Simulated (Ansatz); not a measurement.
# CuI (Marshite): spin-orbit coupling beyond the local functionals

Aim: the spin-orbit change of the gap of CuI (Marshite).

Main program and level: Ansatz 0.2.0; density functionals with and without spin-orbit coupling, plane waves, PAW.

The database entry behind the starting cell differs from later determinations by our own check (about 0.15 % long (mineral sample)), so it need not match the best structure at ambient conditions.

### Step 1. The starting structure

It takes space group F-43m (No. 216, cubic). The conventional cell has a = 6.063 Å, b = 6.063 Å, c = 6.063 Å, α = 90.00°, β = 90.00°, γ = 90.00°. Nearest to Cu lie 4 I at 2.63 Å. Nearest to I lie 4 Cu at 2.63 Å. Farther neighbours and most contacts between anions are not listed.

The cell and positions come from the Crystallography Open Database and are kept as given unless a step says otherwise. Spin-orbit coupling is left out unless a step names it. The default PAW set here is soft_2. Its files were made with PBE.

### Step 2. HSE06, 4×4×4 mesh

This step: DFT, HSE06, plane waves, PAW.

The input, input.yaml:

```yaml
crystal:
  lattice:
    - [0.0, 3.0315, 3.0315]
    - [3.0315, 0.0, 3.0315]
    - [3.0315, 3.0315, 0.0]
  atoms:
    - { symbol: Cu, position: [0.25, 0.25, 0.25] }
    - { symbol: I, position: [0.0, 0.0, 0.0] }
kpoints:
  mp_grid: { grid: [4, 4, 4] }
  band_path:
    path:
      - [0.0, 0.0, 0.0]
      - [-0.5, -0.5, 0.0]
      - [-0.375, -0.375, 0.25]
      - [-0.375, 0.0, 0.375]
      - [0.0, 0.0, 0.5]
      - [-0.5, -0.25, 0.25]
    npoints: 1
hamiltonian:
  xc: hse06
scf:
  occupations: { method: fixed }
  n_extra_bands: 4
output:
  eigenvalues: true
  write_density: true
  write_potential: true
  elf: true
  volumetric_format: npy
```

Started as:

```bash
$ ansatz run input.yaml --threads 3 --pin off --max-ram 92160MiB --backend cuda --events-out ev --progress --plain --runs-dir out --devices 1 --max-vram 13GiB  # rebuilt from the run's record
```

Numbers of over 12 decimals in the logs are rounded to 6 here.

Log:

```text
scf.n_extra_bands = 4 over 18 filled bands (N_el = 36.0): the run solves 22 bands
GPUs: using 1 of 1 available (devices: 1).
Engine: ansatz 0.2.0, x86_64-unknown-linux-gnu
Pseudopotentials: kind: paw
Pseudopotential: Cu, paw, valence charge 19, recommended cutoff 420 eV (normal), Cu.paw.azcp
Pseudopotential: I, paw, valence charge 17, recommended cutoff 420 eV (normal), I.paw.azcp
Functional definition: HSE06
  parameter a = 0.25
  parameter omega = 0.11/bohr
  exchange = pbe_x - a*pbe_x_sr(omega) + a*exact_x_sr(omega)
  correlation = pbe_c
davidson cushion auto → on  (no smearing: the cushion is to keep the highest requested band from converging to the state above it; pin scf.eigensolver.cushion to override)
device memory: the entry about to start is reckoned to put 1.0 GiB on a device that reports 58.2 GiB free (of which the cap on the GPU budget leaves the run 13.0 GiB)
GPU FFT provider: cuFFT
GPU libraries: cuBLAS 13.8.2, cuFFT 12.4.0, cuSOLVER 12.3.4
Crystal: 2 atoms, lattice volume = 55.719 Å³
Basis set: ecut = 420 eV, 1067 PW (Γ)
Bands: 22, of which v1, the nominal top of the filled ones, is band 18 counted from 1 (17 counted from 0)
Symmetry: 24 space group operations
Space group: F-43m (ITA 216), of the structure as read, at distance tolerance 3.8e-5 Å
k-points: 8 of 64 (time reversal used)
Non-local potential: Cu, projectors of the file, l = 0: 3, l = 1: 2, l = 2: 3, l = 3: 1
Non-local potential: I, projectors of the file, l = 0: 2, l = 1: 2, l = 2: 2, l = 3: 2
PAW form: soft (Blöchl's): semilocal exchange-correlation on the pseudo side does not see the compensation charge
PAW frozen core: Cu, regenerated for the run's functional, and the local potential with it (the file was generated under x = pbe(κ = 0.804, μ = 0.219515), c = pbe(β = 0.066725))
PAW frozen core: I, regenerated for the run's functional, and the local potential with it (the file was generated under x = pbe(κ = 0.804, μ = 0.219515), c = pbe(β = 0.066725))
PAW one-centre angular grid: Cu, 590 points (default); XC on 64 Gauss nodes
PAW one-centre angular grid: I, 590 points (default); XC on 96 Gauss nodes
Initial density: superposition of atomic densities (neutral atoms: chi_scale 0, normalization atom), corrected by the library's trained network
Initial wavefunctions: pseudopotential atomic-orbital guess
GPU buffer pool allocated for 27000 grid points (all kernels)
GPU transforms: local potential and band sums: pruned to the plane-wave sphere, on 30×30×30
Functional: x = pbe(κ = 0.804, μ = 0.219515), c = pbe(β = 0.066725), warm-up for x = pbe(κ = 0.804, μ = 0.219515) + 0.25 (exact − pbe) at short range (hse, ω = 0.207870 Å⁻¹), c = pbe(β = 0.066725); HSE06 as pw.x's `hse` composes it (authors' and Libxc's form: `xc: wpbeh`)
[...]
Frozen-core exchange: fock
SCF iter   1: F=—  HF=-14142.425951 eV  |F-HF|=—  |Δ(HF+E_count)|=         —  Δρ=1.22e-4  dr2=5.26e-6  ethr=1.37e-6  ⟨swp⟩=3.0  Hψ=421  notcnv=0
preconditioner: auto → none  [insulator: Δε(μ)=2.643 eV  Ē_g=10.751 eV  n_scr=14 (ndim 8)  ℏωp=21.1 eV  f_vac=0.185]
iter 2 solved again at ethr=3.53e-10 eV; its pass at ethr=1.07e-8 eV (dr2=1.27e-7 eV) is discarded
SCF iter   2: F=—  HF=-14142.425952 eV  |F-HF|=—  |Δ(HF+E_count)|=   4.11e-7  Δρ=2.25e-5  dr2=1.96e-7  ethr=3.53e-10  ⟨swp⟩=2.2  Hψ=998  notcnv=0
SCF iter   3: F=-14142.425952 eV  HF=-14142.425952 eV  |F-HF|=3.91e-8  |Δ(HF+E_count)|=   4.47e-7  Δρ=8.65e-6  dr2=5.51e-8  ethr=3.53e-10  ⟨swp⟩=4.0  Hψ=578  notcnv=0
SCF 3 converged in 3 iterations: F = -14142.425952 eV  dr2 = 5.51e-8
hybrid outer 2: dexx = +5.997e-7 eV, tail = 2.36e-7 eV, Δε = 6.57e-3 eV (about 4.97e-4 eV left of the loop's levels)
the search or the solves at the SCF's close seem to have found levels that the self-consistency loop had missed (the run counts 1). By its estimate they hold under 1e-12 electrons; where the run keeps them, the occupations were computed again with them
device memory: the entry about to start is reckoned to put 0.4 GiB on a device that reports 58.2 GiB free (of which the cap on the GPU budget leaves the run 13.0 GiB)
NSCF: frozen V_eff on 6 k-points
hybrid SCF converged: 2 outer / 10 inner (+2 warm-up), last move |dexx| = 6.00e-7 eV, tail = 2.36e-7 eV
Stability not checked: this state was not tested for a lower state beside it, because the functional holds exact exchange (a hybrid, or Hartree-Fock), whose exchange loop this test does not read (fock_operator; see scf.lower_state_search)
Free energy (F): -14142.425952 eV
Frozen-core exchange: fock
Harris-Foulkes:  -14142.425952 eV  (|F-HF|=3.91e-8)
Internal energy: -14142.425952 eV  (E = F + TS)
E sigma→0 (E₀):  -14142.425952 eV
Fermi energy:    7.177624 eV
--- Per-component energies (eV) ---
  E_band       = -960.319311
  E_kinetic    = 490.129903
  E_local      = -7649.727369  (includes V_loc(G=0)·N_el)
  E_nonlocal   = 324.533706
  E_hartree    = 3567.757287
  E_xc         = -172.865603
  E_vxc        = -192.032538  (∫ρ·V_xc dr)
  E_exx        = -159.842872  (= α·E_x^exact, valence–valence)
  E_paw        = -6387.697068  (= ΣΔE_a)
  E_vpaw       = -749.036074  (= ΣTr[D̂ρ^β])
  E_aug_tail   = 0.000302  (compensation charges beyond the density's cutoff)
  E_ewald      = -4154.131452
  E_core_change = -0.582787  (= ΣΔE_core)
  E_smearing   = -0.000000  (= −TS)
  E_closure    = -0.000000  (closes the sum)
  Σ components = -14142.425952   (vs F -14142.425952, Δ=-1.82e-12)
--- Band table (eV; the first three rows and the last of 8) ---
  k-point 0: bands = [... 14 lower, 4.6855, 7.1776, 7.1776, 7.1776, 9.8215, 13.5197, 13.5197, 13.5197]
  k-point 1: bands = [... 14 lower, 4.6763, 5.5166, 6.7440, 6.7440, 10.9582, 14.0963, 14.0963, 14.1130]
  k-point 2: bands = [... 14 lower, 4.7087, 4.7615, 6.3447, 6.3447, 10.8067, 14.0233, 14.0233, 15.9914]
  k-point 7: bands = [... 14 lower, 4.7879, 4.7976, 4.9280, 5.4849, 13.0860, 13.3460, 14.7339, 14.9194]
```

It took 7.3 s on 1 × NVIDIA H100 80GB HBM3 (shared by 6 runs) with 3 threads of AMD EPYC 7R13 (Zen 3), shared host; peak memory 1.1 GiB.

The column dr2 measures how far the density is from self-consistency, as an energy; F and HF (Harris–Foulkes) agree once it is small.

Numbers from this step:

| Property | Result |
| --- | --- |
| gap | 2.644 eV |
| valence top at | Γ |
| conduction bottom at | Γ |
| least direct gap | 2.644 eV |
| exact-exchange fraction | 0.25 |

The gap is direct, at Γ.

### Step 3. HSE06+SOC, 4×4×4 mesh

The many-body steps leave out spin-orbit coupling, so its effect is taken from a two-component run, with twice the bands.

This step: DFT, HSE06 with spin-orbit coupling, plane waves, PAW.

input.yaml: that of step 2 with these lines changed.

```diff
@@ -23,8 +23,7 @@
   occupations: { method: fixed }
-  n_extra_bands: 4
+  n_extra_bands: 8
+magnetization:
+  noncollinear: true
+  spin_orbit: true
 output:
   eigenvalues: true
-  write_density: true
-  write_potential: true
-  elf: true
-  volumetric_format: npy
```

Log:

```text
[...]
GPUs: using 1 of 1 available (devices: 1).
[...]
non-collinear run that drives no moment, with spin-orbit: no starting moment large enough to seed its density (crystal.atoms[].spin), no starting occupations that ask for one, no magnetisation constraint and no magnetic field, so the semilocal B_xc is pinned to zero
[...]
GPU FFT provider: cuFFT
GPU libraries: cuBLAS 13.8.2, cuFFT 12.4.0, cuSOLVER 12.3.4
Crystal: 2 atoms, lattice volume = 55.719 Å³
Basis set: ecut = 420 eV, 1067 PW (Γ)
Bands: 44, of which v1, the nominal top of the filled ones, is band 36 counted from 1 (35 counted from 0)
Symmetry: 24 space group operations + 24 with time reversal
[...]
k-points: 8 of 64 (time reversal used)
Projection manifold: j_resolved (fully-relativistic pseudo-atomic orbitals)
[...]
GPU buffer pool allocated for 27000 grid points (all kernels)
[...]
SCF iter   1: F=—  HF=-14142.638999 eV  |F-HF|=—  |Δ(HF+E_count)|=         —  Δρ=7.81e-2  dr2=3.49e0  dr2_m=0.00e0 (ungated)  ethr=1.00e-1  |M|=0.00e0 ∫|m|=0.00e0 μB  |m|>n=0.0e0 m-floor=0.0e0 τ_xc=0.0e0  β_m=0.30  ⟨swp⟩=6.1  Hψ=1251  notcnv=0
[...]
SCF iter   7: F=-14141.730566 eV  HF=-14141.730570 eV  |F-HF|=4.02e-6  |Δ(HF+E_count)|=   2.71e-5  Δρ=1.11e-4  dr2=5.96e-6  dr2_m=0.00e0 (ungated)  ethr=4.10e-7  |M|=0.00e0 ∫|m|=0.00e0 μB  |m|>n=0.0e0 m-floor=0.0e0 τ_xc=0.0e0  ⟨swp⟩=2.5  Hψ=785  notcnv=0
SCF 1 stopped early in 7 iterations: F = -14141.730566 eV  dr2 = 5.96e-6
[...]
GPU FFT provider: cuFFT
GPU libraries: cuBLAS 13.8.2, cuFFT 12.4.0, cuSOLVER 12.3.4
Projection manifold: j_resolved (fully-relativistic pseudo-atomic orbitals)
[...]
GPU buffer pool allocated for 27000 grid points (all kernels)
[...]
Frozen-core exchange: fock
SCF iter   1: F=—  HF=-14140.174944 eV  |F-HF|=—  |Δ(HF+E_count)|=         —  Δρ=3.20e-2  dr2=3.87e-1  dr2_m=0.00e0 (ungated)  ethr=1.66e-7  |M|=0.00e0 ∫|m|=0.00e0 μB  |m|>n=0.0e0 m-floor=0.0e0 τ_xc=0.0e0  β_m=0.30  ⟨swp⟩=7.6  Hψ=2036  notcnv=0
[...]
SCF iter   6: F=-14140.107274 eV  HF=-14140.107275 eV  |F-HF|=5.11e-7  |Δ(HF+E_count)|=   1.32e-5  Δρ=4.91e-5  dr2=7.47e-6  dr2_m=0.00e0 (ungated)  ethr=1.11e-7  |M|=0.00e0 ∫|m|=0.00e0 μB  |m|>n=0.0e0 m-floor=0.0e0 τ_xc=0.0e0  ⟨swp⟩=3.2  Hψ=941  notcnv=0
SCF 2 stopped early in 6 iterations: F = -14140.107274 eV  dr2 = 7.47e-6
[...]
hybrid outer 1: dexx = +1.560e-2 eV, tail = 1.01e-4 eV
GPU FFT provider: cuFFT
GPU libraries: cuBLAS 13.8.2, cuFFT 12.4.0, cuSOLVER 12.3.4
Projection manifold: j_resolved (fully-relativistic pseudo-atomic orbitals)
GPU buffer pool allocated for 27000 grid points (all kernels)
[...]
Frozen-core exchange: fock
SCF iter   1: F=—  HF=-14140.107138 eV  |F-HF|=—  |Δ(HF+E_count)|=         —  Δρ=6.60e-5  dr2=1.25e-6  dr2_m=0.00e0 (ungated)  ethr=1.41e-6  |M|=0.00e0 ∫|m|=0.00e0 μB  |m|>n=0.0e0 m-floor=0.0e0 τ_xc=0.0e0  β_m=0.30  ⟨swp⟩=3.2  Hψ=839  notcnv=0
[...]
SCF iter   4: F=-14140.107139 eV  HF=-14140.107139 eV  |F-HF|=5.73e-9  |Δ(HF+E_count)|=   1.19e-7  Δρ=9.50e-6  dr2=5.46e-8  dr2_m=0.00e0 (ungated)  ethr=3.29e-10  |M|=0.00e0 ∫|m|=0.00e0 μB  |m|>n=0.0e0 m-floor=0.0e0 τ_xc=0.0e0  ⟨swp⟩=4.0  Hψ=1154  notcnv=0
SCF 3 converged in 4 iterations: F = -14140.107139 eV  dr2 = 5.46e-8
[...]
NSCF: frozen V_eff on 6 k-points
[...]
Magnetization: |M| = 0.0000 μB,  M = (+0.0000, +0.0000, +0.0000) μB
Absolute magnetization: 0.0000 μB (∫|m|)
  site 0: m = (+0.0000, +0.0000, +0.0000) μB, |m| = 0.0000 μB  (R = 1.08 Å)
  site 1: m = (+0.0000, +0.0000, +0.0000) μB, |m| = 0.0000 μB  (R = 1.08 Å)
Free energy (F): -14140.107139 eV
Frozen-core exchange: fock
[...]
Internal energy: -14140.107139 eV  (E = F + TS)
E sigma→0 (E₀):  -14140.107139 eV
Fermi energy:    7.404068 eV
[...]
--- Band table (eV; the first three rows and the last of 8) ---
  k-point 0: bands = [... 32 lower, 7.4041, 7.4041, 7.4041, 7.4041, 9.8229, 9.8229, 13.4683, 13.4683, ... 4 higher]
  k-point 1: bands = [... 32 lower, 6.5896, 6.5896, 6.9017, 6.9584, 10.9611, 10.9611, 14.0295, 14.0295, ... 4 higher]
  k-point 2: bands = [... 32 lower, 6.2184, 6.2184, 6.4957, 6.4957, 10.8085, 10.8085, 14.0096, 14.0096, ... 4 higher]
  k-point 7: bands = [... 32 lower, 4.9685, 4.9811, 5.4821, 5.5346, 12.9345, 13.0789, 13.3113, 13.5065, ... 4 higher]
```

Elapsed: 25 s, on 1 × NVIDIA H100 80GB HBM3 (shared by 6 runs) with 3 threads; peak memory 1.4 GiB; 56 s of CPU time.

This step gave:

| Quantity | Value |
| --- | --- |
| gap | 2.419 eV |
| valence top at | Γ |
| conduction bottom at | Γ |
| least direct gap | 2.419 eV |
| exact-exchange fraction | 0.25 |

The gap stands −0.23 eV against HSE06.

### Step 4. Together

Times are wall times on 1 × NVIDIA H100 80GB HBM3 (shared by 6 runs) with 3 threads of AMD EPYC 7R13 (Zen 3), shared host, good to a factor of about two.

| level | gap (eV) | with coupling (eV) | change (eV) | time | with coupling |
| --- | --- | --- | --- | --- | --- |
| HSE06 | 2.64 | 2.42 | −0.23 | 7.3 s | 25 s |

### Step 5. Summary of results

```
HSE06     : 2.64 eV
HSE06+SOC : 2.42 eV
```

What this shows: Spin-orbit coupling changes the gap by −0.23 eV and the least direct gap by −0.23 eV. The runs have no spin polarisation. For a closed low-spin shell that is the natural state; where a d or f shell is open it is a constraint, and the gap is then not the crystal's own.

[Paths, hosts, dates, memory and timing lines, banners, echoed tables and standing remarks are left out of the program output.]

[Logs are printed without paths, hosts, clocks, repeated set-up lines and the standing remarks that a program may print on its own settings, such as how far it seeks lower states.]

[Runs of the session that timed out or met a known fault of the program may be left out.]

[Cells called generated may have been cut or substituted from an entry of the Crystallography Open Database or the Materials Project.]

[Hosts, paths, dates, database ids (printed as entryN), source tags and the programs' standing remarks are cut or masked in the printed files.]
